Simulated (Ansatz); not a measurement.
# Phonons of InGaW in the AlB2 type, part 3 of 3

The plan: relax InGaW in the AlB2 type, check its phonons, and, if the lattice is stable, compute its Eliashberg function and ρ(T).

Ansatz 0.2.0; DFT LDA, scalar-relativistic, plane waves, PAW; PAW set soft_1.

So far, highest frequency, solved or plainly interpolated (cm⁻¹): step 5 (phonons by linear response: q 2×2×2, k 4×4×6) 247. Also lowest on path (cm⁻¹): step 5 -56.1. The relaxed cell has a = 4.622, c = 2.692 Å (conventional setting).

The structure was built from a prototype and need not be the compound's stable phase.

## (6) Phonons by linear response: q 3×3×3, k 6×6×9

An imaginary mode on so few k-points may come from the sampling, so the phonons are repeated with another q and k mesh.

input.yaml reads:

```yaml
crystal:
  lattice:
    - [4.6221467474, -3.2753e-06, 0.0]
    - [-2.3110705372, 4.0028981409, 0.0]
    - [0.0, 0.0, 2.6921972705]
  atoms:
    - { symbol: W, position: [0.0, 0.0, 0.0] }
    - { symbol: Ga, position: [0.3333333333, 0.6666666667, 0.5] }
    - { symbol: In, position: [0.6666666667, 0.3333333333, 0.5] }
kpoints:
  mp_grid: { grid: [6, 6, 9] }
hamiltonian:
  xc: lda
  pseudopotentials: { kind: paw, azcp: { folder: soft_1 }, xc_functional: pbe }
scf:
  occupations: { method: methfessel_paxton, width: 0.2 }
output:
  eigenvalues: true
phonons:
  method: dfpt
  qmesh: [3, 3, 3]
  temperatures: { t_max: 1000, t_step: 50 }
  qpath:
    path:
      - [[0.0, 0.0, 0.0], [0.5, 0.0, 0.0], [0.33333333, 0.33333333, 0.0], [0.0, 0.0, 0.0], [0.0, 0.0, 0.5], [0.5, 0.0, 0.5], [0.33333333, 0.33333333, 0.5], [0.0, 0.0, 0.5]]
      - [[0.5, 0.0, 0.5], [0.5, 0.0, 0.0]]
      - [[0.33333333, 0.33333333, 0.5], [0.33333333, 0.33333333, 0.0]]
    npoints: 10
```

Started as:

```
$ ansatz run input.yaml --threads 4 --pin off --max-ram 12288MiB --backend cpu --events-out ev --progress --plain --runs-dir out
```

Numbers of over 12 decimals in the logs are rounded to 6 here.

Output:

```text
[...]
Crystal: 3 atoms, lattice volume = 49.811 Å³
Basis set: ecut = 420 eV, 951 PW (Γ), exchange–correlation on 64×64×36 points (8 copies of the dense FFT grid, shifted against one another)
Bands: 24, of which v1, the nominal top of the filled ones, is band 20 counted from 1 (19 counted from 0)
Symmetry: 12 space group operations
k-points: 35 of 324 (time reversal used)
[...]
SCF iter   1: F=—  HF=-19294.037767 eV  |F-HF|=—  |Δ(HF+E_count)|=         —  Δρ=6.15e-2  dr2=2.71e0  ethr=3.10e-3  ⟨swp⟩=4.9  Hψ=3406  notcnv=0
[...]
SCF iter  11: F=-19293.362726 eV  HF=-19293.362726 eV  |F-HF|=3.64e-12  |Δ(HF+E_count)|=  7.28e-12  S|Δr|=    0.00e0  Δρ=1.86e-8  dr2=9.11e-14  ethr=1.00e-12  ⟨swp⟩=5.0  Hψ=3445  notcnv=0
SCF 1 converged in 11 iterations: F = -19293.362726 eV  dr2 = 9.11e-14
[...]
SCF iter   2: F=-19293.362726 eV  HF=-19293.362726 eV  |F-HF|=0.00e0  |Δ(HF+E_count)|=   5.37e-9  S|Δr|=    0.00e0  Δρ=7.68e-8  dr2=3.79e-12  ethr=1.00e-12  ⟨swp⟩=5.7  Hψ=3518  notcnv=0
SCF 2 converged in 2 iterations: F = -19293.362726 eV  dr2 = 3.79e-12
[...]
SCF converged after 11 iterations
[...]
Free energy (F): -19293.362726 eV
[...]
Internal energy: -19293.354861 eV  (E = F + TS)
E sigma→0 (E₀):  -19293.360760 eV
Entropy (-TS):   -0.007865 eV (-2.622 meV/atom)
Fermi energy:    16.622980 eV
[...]
--- Band table (eV; the first three rows and the last of 35) ---
  k-point 0: bands = [... 16 lower, 12.2753, 12.7734, 13.9408, 17.3894, 17.3894, 19.0278, 19.0278, 21.0752]
  k-point 1: bands = [... 16 lower, 12.5631, 13.3630, 14.1557, 16.5896, 16.5896, 19.7297, 19.7297, 20.8380]
  k-point 2: bands = [... 16 lower, 13.3805, 14.6891, 14.8968, 15.3378, 15.3378, 19.1892, 20.6613, 20.6613]
  k-point 34: bands = [... 16 lower, 13.5778, 13.5896, 14.5360, 16.5875, 17.3800, 17.8131, 17.9765, 18.4791]
[...]
ASR residual: 3.756e-5 → 0.000e0 eV/Å²; symmetrization residual: 3.183e-5 eV/Å²
  ASR residual per site (eV/Å²): 3.76e-5 3.60e-5 3.40e-5
  Γ frequencies (cm⁻¹): -40.47 0.00 0.00 0.00 76.78 103.62 103.62 203.50 203.50
--- Phonons (arbitrary-q DFPT): 6 irreducible q on the 3×3×3 mesh ---
[...]
interpolated dispersion: 93 rows × 9 modes
[...]
```

The job ended after 76 s (4 threads of AMD EPYC 9B45 (Zen 5), shared host; peak memory 1.4 GiB).

Numbers from this step:

```
share of imaginary modes in the plain interpolation between solved wavevectors : 0.0161
highest frequency, solved or plainly interpolated                              : 244.5 cm⁻¹
```

Solved on the 3×3×3 mesh alone; all other wavevectors are interpolated. The phonon branches at the labelled points (cm⁻¹):

```
    point  branch 1  branch 2  branch 3  branch 4  branch 5  branch 6  branch 7  branch 8  branch 9
        Γ       -40         0         0         0        77       104       104       204       204
  halfway       -41        22        26        71        74       105       124       199       211
        M       -41        32        46        67       106       109       131       197       217
  halfway       -37        38        52        66        90       108       149       187       222
        K       -34        38        57        66        85       106       169       172       225
  halfway       -40        32        33        70        75       105       131       195       215
        Γ       -40         0         0         0        77       104       104       204       204
  halfway        53        53        90        90       110       139       178       198       198
        A        73        73        75        75       161       191       193       193       244
  halfway        57        62        88       103       163       179       194       195       243
        L        38        53       106       127       162       164       195       197       241
  halfway        24        75       117       122       162       162       180       207       241
        H        -9       100       108       130       154       161       174       210       240
  halfway        50        66        94       106       163       178       185       201       242
        A        73        73        75        75       161       191       193       193       244
jump to L        38        53       106       127       162       164       195       197       241
  halfway        21        90       104       115       121       138       177       191       206
        M       -41        32        46        67       106       109       131       197       217
jump to H        -9       100       108       130       154       161       174       210       240
  halfway        24        96       100       110       136       152       161       178       215
        K       -34        38        57        66        85       106       169       172       225
```

The phonon branches as a text plot (rows in cm⁻¹):

```
    239 |                      ******************        *
    227 |       ****                             *        *   ***
    215 |  *****    **        *          **       *  *********
    203 |******      *********         **  ***   ****   *
    191 |      *    *        ***********     ***********
    179 |       ****        *  *   *    ******      *       *
    167 |        **           *  *******   ***** *       ** *****
    155 |       *  *       * * **       ***     **** *   *****
    143 |      *    *       * *                   * *      * *
    131 |   ***              *        *  **        * ********
    120 |  *         **    *        ** **  *     ******      **
    108 |*****************  *      *  ** ****    ************ ***
     96 |      *          **        **   **  **     ***  ******
     84 |   *   *****    * *****  **    *    **    * *       ****
     72 |*******   ******      ****        ********    **       *
     60 |  *    ***  *    *  **    *** *     **       **      *
     48 | *  ****  *  *    **       * *                 *
     36 |   * *******    **          ***   **          **     ***
     24 |  ***       **   *             *        ******     **
     12 |**           ** *                                 *
      1 |*             **                 *               *
    -11 |                                *               *
    -23 |                                                       *
    -35 |*****************                             **
         Γ    M  K      Γ       A     L  H     A|L     M|H      K
```

Lowest modes at the softest wavevector of the mesh. The modes at q = (0.000, 0.333, 0.000) (shares of kinetic energy by element, %) (negative means imaginary):

```
mode  frequency (cm⁻¹)  W %  Ga %  In %
   1             -40.8    4    90     6
   2              27.4   43    20    37
   3              36.2   61     9    30
   4              68.6   36     1    63
   5              92.4   77     5    18
   6             105.9   54    31    15
```

Displacements in mode 1 (-40.8 cm⁻¹), the largest set to 1, in the home cell (x, y, z of the real part, then of the imaginary part):
```
W1   0.00  0.00 -0.11  0.00  0.00  0.07
Ga2  0.00  0.00  1.00  0.00  0.00  0.01
In3  0.00  0.00 -0.21  0.00  0.00  0.01
```

Displacements in mode 2 (27.4 cm⁻¹), the largest set to 1, in the home cell (x, y, z of the real part, then of the imaginary part):
```
W1   0.84  0.00  0.00 -0.02  0.00  0.00
Ga2  0.94  0.00  0.00  0.02  0.00  0.00
In3  1.00  0.00  0.00  0.00  0.00  0.00
```

The modes has structure finer than the step of the table below, so its rows give means over 10 cm⁻¹, whole bins alone (the curve runs from -51.1 to 261 cm⁻¹). Peaks (cm⁻¹: height): Ga 27.5: 0.0185, 84.4: 0.0166, 104.1: 0.0217, 139.4: 0.0205, 151.2: 0.0199, 161.0: 0.0319, 196.4: 0.0338; In 33.4: 0.0220, 104.1: 0.0171, 170.8: 0.0162, 196.4: 0.0353, 212.1: 0.0319, 225.8: 0.0160, 239.6: 0.0183; W 31.4: 0.0140, 70.7: 0.0329, 84.4: 0.0357, 108.0: 0.0467, 165.0: 0.0113.

Phonopy on the run's constants, 15x15x21 mesh, Gaussian sigma 2.2 cm⁻¹. Table of modes by wavenumber; means over each step; values in 1/cm⁻¹/cell:

```
wavenumber (cm⁻¹)       Ga       In        W
              -40  0.00445   2.7e-4   1.9e-4
              -30  0.00794   3.8e-4   2.4e-4
              -20   6.9e-4   1.3e-5   1.4e-6
              -10   5.0e-5   6.9e-5   4.5e-7
                0   6.4e-5   9.7e-5   7.0e-5
               10   7.4e-4  0.00110   5.7e-4
               20  0.00611  0.00569  0.00361
               30   0.0173   0.0188   0.0118
               40   0.0109   0.0146  0.00972
               50  0.00395  0.00693  0.00742
               60   0.0105  0.00675   0.0137
               70  0.00502   0.0126   0.0297
               80  0.00912   0.0115   0.0291
               90   0.0105   0.0127   0.0286
              100   0.0141   0.0148   0.0327
              110   0.0121   0.0131   0.0429
              120  0.00928   0.0129   0.0232
              130   0.0121   0.0104  0.00936
              140   0.0144  0.00873  0.00715
              150   0.0143   0.0104  0.00875
              160   0.0256  0.00317  0.00859
              170   0.0107   0.0111  0.00931
              180   0.0138  0.00933  0.00872
              190   0.0258   0.0235  0.00713
              200   0.0288   0.0272  0.00432
              210   0.0212   0.0259  0.00257
              220  0.00951   0.0126   3.8e-4
              230   6.0e-4   0.0101   1.3e-4
              240   2.2e-4   0.0146   1.6e-4
              250   1.9e-5   7.6e-4   4.4e-6
```

No LO-TO term; unit eigenvectors of the mass-weighted matrix. Modes at Γ, with each element's share of the kinetic energy (negative means imaginary):

```
mode  frequency (cm⁻¹)  symmetry  W %  Ga %  In %
   1             -40.5      A2''   10    81     9
   2               0.0   unnamed   50    19    31
   3               0.0   unnamed   50    19    31
   4               0.0   unnamed   50    19    31
   5              76.8      A2''   40     0    60
   6             103.6        E'   48    33    19
   7             103.6        E'   48    33    19
   8             203.5        E'    2    49    50
   9             203.5        E'    2    49    50
```

Displacements in mode 1 (-40.5 cm⁻¹), the largest set to 1:
```
W1   0.00  0.00 -0.22
Ga2  0.00  0.00  1.00
In3  0.00  0.00 -0.25
```

Displacements in mode 9 (203.5 cm⁻¹), the largest set to 1:
```
W1   0.00 -0.11  0.00
Ga2  0.00 -1.00  0.00
In3  0.00  0.79  0.00
```

Among the solved wavevectors the lowest mode, translations apart, is -40.8 cm⁻¹, imaginary.

## (7) Phonons by linear response: Fermi–Dirac smearing of 0.3 eV

The phonons are repeated on the same meshes with a wide Fermi–Dirac smearing, to see whether the soft mode comes from sharp features of the Fermi surface.

Edit input.yaml of step 6 so:

```diff
@@ -15,3 +15,3 @@
 scf:
-  occupations: { method: methfessel_paxton, width: 0.2 }
+  occupations: { method: fermi_dirac, width: 0.3 }
 output:
```

Output:

```text
[...]
band count auto-derived: 26 (N_el = 40.0; filled up to band 20; 24 by the electrons, moments and atoms)
[...]
Crystal: 3 atoms, lattice volume = 49.811 Å³
Basis set: ecut = 420 eV, 951 PW (Γ), exchange–correlation on 64×64×36 points (8 copies of the dense FFT grid, shifted against one another)
Bands: 26, of which v1, the nominal top of the filled ones, is band 20 counted from 1 (19 counted from 0)
Symmetry: 12 space group operations
k-points: 35 of 324 (time reversal used)
[...]
SCF iter   1: F=—  HF=-19294.252750 eV  |F-HF|=—  |Δ(HF+E_count)|=         —  Δρ=6.04e-2  dr2=2.64e0  ethr=3.10e-3  ⟨swp⟩=5.1  Hψ=3539  notcnv=0
[...]
SCF iter  11: F=-19293.598451 eV  HF=-19293.598451 eV  |F-HF|=3.64e-12  |Δ(HF+E_count)|=  3.64e-12  Δρ=2.62e-8  dr2=1.79e-13  ethr=1.00e-12  ⟨swp⟩=5.0  Hψ=3428  notcnv=0
SCF 1 converged in 11 iterations: F = -19293.598451 eV  dr2 = 1.79e-13
[...]
SCF iter   7: F=-19293.598451 eV  HF=-19293.598451 eV  |F-HF|=0.00e0  |Δ(HF+E_count)|=    0.00e0  Δρ=3.97e-9  dr2=7.57e-15  ethr=1.00e-12  ⟨swp⟩=1.0  Hψ=1960  notcnv=0
SCF 2 converged in 7 iterations: F = -19293.598451 eV  dr2 = 7.57e-15
[...]
SCF converged after 11 iterations
Free energy (F): -19293.598451 eV
[...]
Internal energy: -19293.138411 eV  (E = F + TS)
E sigma→0 (E₀):  -19293.368431 eV
Entropy (-TS):   -0.460040 eV (-153.347 meV/atom)
Fermi energy:    16.652595 eV
[...]
--- Band table (eV; the first three rows and the last of 35) ---
  k-point 0: bands = [... 16 lower, 12.2726, 12.8157, 13.9390, 17.3887, 17.3887, 19.0580, 19.0580, 21.0828, ... 2 higher]
  k-point 1: bands = [... 16 lower, 12.5605, 13.4037, 14.1551, 16.6004, 16.6004, 19.7472, 19.7472, 20.8427, ... 2 higher]
  k-point 2: bands = [... 16 lower, 13.3782, 14.6951, 14.9247, 15.3553, 15.3553, 19.1937, 20.6636, 20.6636, ... 2 higher]
  k-point 34: bands = [... 16 lower, 13.5793, 13.5891, 14.5385, 16.5956, 17.3960, 17.8166, 17.9780, 18.4891, ... 2 higher]
[...]
ASR residual: 1.769e-3 → 0.000e0 eV/Å²; symmetrization residual: 2.897e-5 eV/Å²
  ASR residual per site (eV/Å²): 1.77e-3 1.42e-4 1.28e-4
  Γ frequencies (cm⁻¹): -40.16 0.00 0.00 0.00 77.29 102.63 102.63 205.69 205.69
--- Phonons (arbitrary-q DFPT): 6 irreducible q on the 3×3×3 mesh ---
[...]
interpolated dispersion: 93 rows × 9 modes
[...]
```

It took 81 s on 4 threads; peak memory 1.4 GiB.

This step gave:

```yaml
share_of_imaginary_modes_in_the_plain_interpolation_between_solved_wavevectors: 0.0159
highest_frequency_solved_or_plainly_interpolated: 244.1 cm⁻¹
```

Solved on the 3×3×3 mesh alone; all other wavevectors are interpolated. Phonon branches along the path, in cm⁻¹:

```
    point  branch 1  branch 2  branch 3  branch 4  branch 5  branch 6  branch 7  branch 8  branch 9
        Γ       -40         0         0         0        77       103       103       206       206
  halfway       -39        12        27        71        72       102       121       199       211
        M       -37        17        44        64       102       105       127       196       215
  halfway       -36        29        48        62        86       104       146       186       219
        K       -35        30        55        57        82       102       168       169       222
  halfway       -38        27        31        70        71       102       129       195       214
        Γ       -40         0         0         0        77       103       103       206       206
  halfway        49        49        95        95       109       127       178       198       198
        A        74        74        82        82       159       174       190       190       244
  halfway        57        78        86        98       161       172       189       193       242
        L        35        76       107       113       159       164       193       196       241
  halfway        27        85       110       117       159       164       178       206       241
        H        16        97       104       131       155       164       168       210       241
  halfway        50        80        92       100       162       174       182       199       242
        A        74        74        82        82       159       174       190       190       244
jump to L        35        76       107       113       159       164       193       196       241
  halfway        22        92       103       106       120       133       177       189       206
        M       -37        17        44        64       102       105       127       196       215
jump to H        16        97       104       131       155       164       168       210       241
  halfway        21        91        97       111       130       153       160       179       213
        K       -35        30        55        57        82       102       168       169       222
```

The phonon branches as a text plot (rows in cm⁻¹):

```
    238 |                      ******************        *
    226 |        **                              *        *     *
    214 |  ******  ****       *          **       *  ***********
    203 |****        *********         **  **    ****
    191 |    ***    *        **********      ************
    179 |       * **        *   ***    **  ******   *       *
    167 |        *             *   **********            **  ****
    155 |       * **       *  *****   *****  ******  *   *****
    143 |                    **                   **       * *
    132 |    ***    *       **           **        ** *******
    120 |  **        **                 *           ***       *
    108 |***************** **       *********    ***** ***  ** **
     96 |    * *          ****     **    ** ***     **** ******
     84 |   *   ****     * *  ******   **  ********* **      ****
     72 |****       *****      ********        **      *       *
     60 |  * ******* *    *  **    *         **       * *     * *
     49 | *   ******  *     *       *                  **
     37 |   **    ***    ***         ***   **    *             *
     25 |  *   ***   **   *             *         ****      *****
     13 |******       ** *               **           ******
      1 |**            **
    -11 |
    -22 |                                              *        *
    -34 |*****************                              *
         Γ    M  K      Γ       A     L  H     A|L     M|H      K
```

Among the solved wavevectors the lowest mode, translations apart, is -40.2 cm⁻¹, imaginary.

## (8) Outcome

```json
{
 "phonon run of the rows without a label of their own": "LDA, q 3×3×3, k 6×6×9",
 "softest mode on the q mesh": "-40.8 cm⁻¹ at q = (0, 0.333, 0)",
 "highest frequency, solved or plainly interpolated": "244 cm⁻¹"
}
```

The lattice is dynamically unstable at this level: a mode at q = (0, 0.333, 0) is imaginary, 40.8i cm⁻¹, so no harmonic coupling constant or resistivity is defined for this structure. These meshes are coarse, and single modes of a metal can move by tens of cm⁻¹ with the k mesh. The coarser mesh found an imaginary mode at another wavevector, which this mesh lacks. Spin–orbit coupling, left out here, matters for W. The phonon runs are not spin-polarised. The PAW files were made for PBE; under other functionals the run regenerates their frozen core. The structure was built by hand as an ordered model, and its stability against other phases was not tested.

[Logs are printed without paths, hosts, clocks, repeated set-up lines and the standing remarks that a program may print on its own settings, such as how far it seeks lower states.]

[Hosts, paths, dates, database ids (printed as entryN), source tags and the programs' standing remarks are cut or masked in the printed files.]
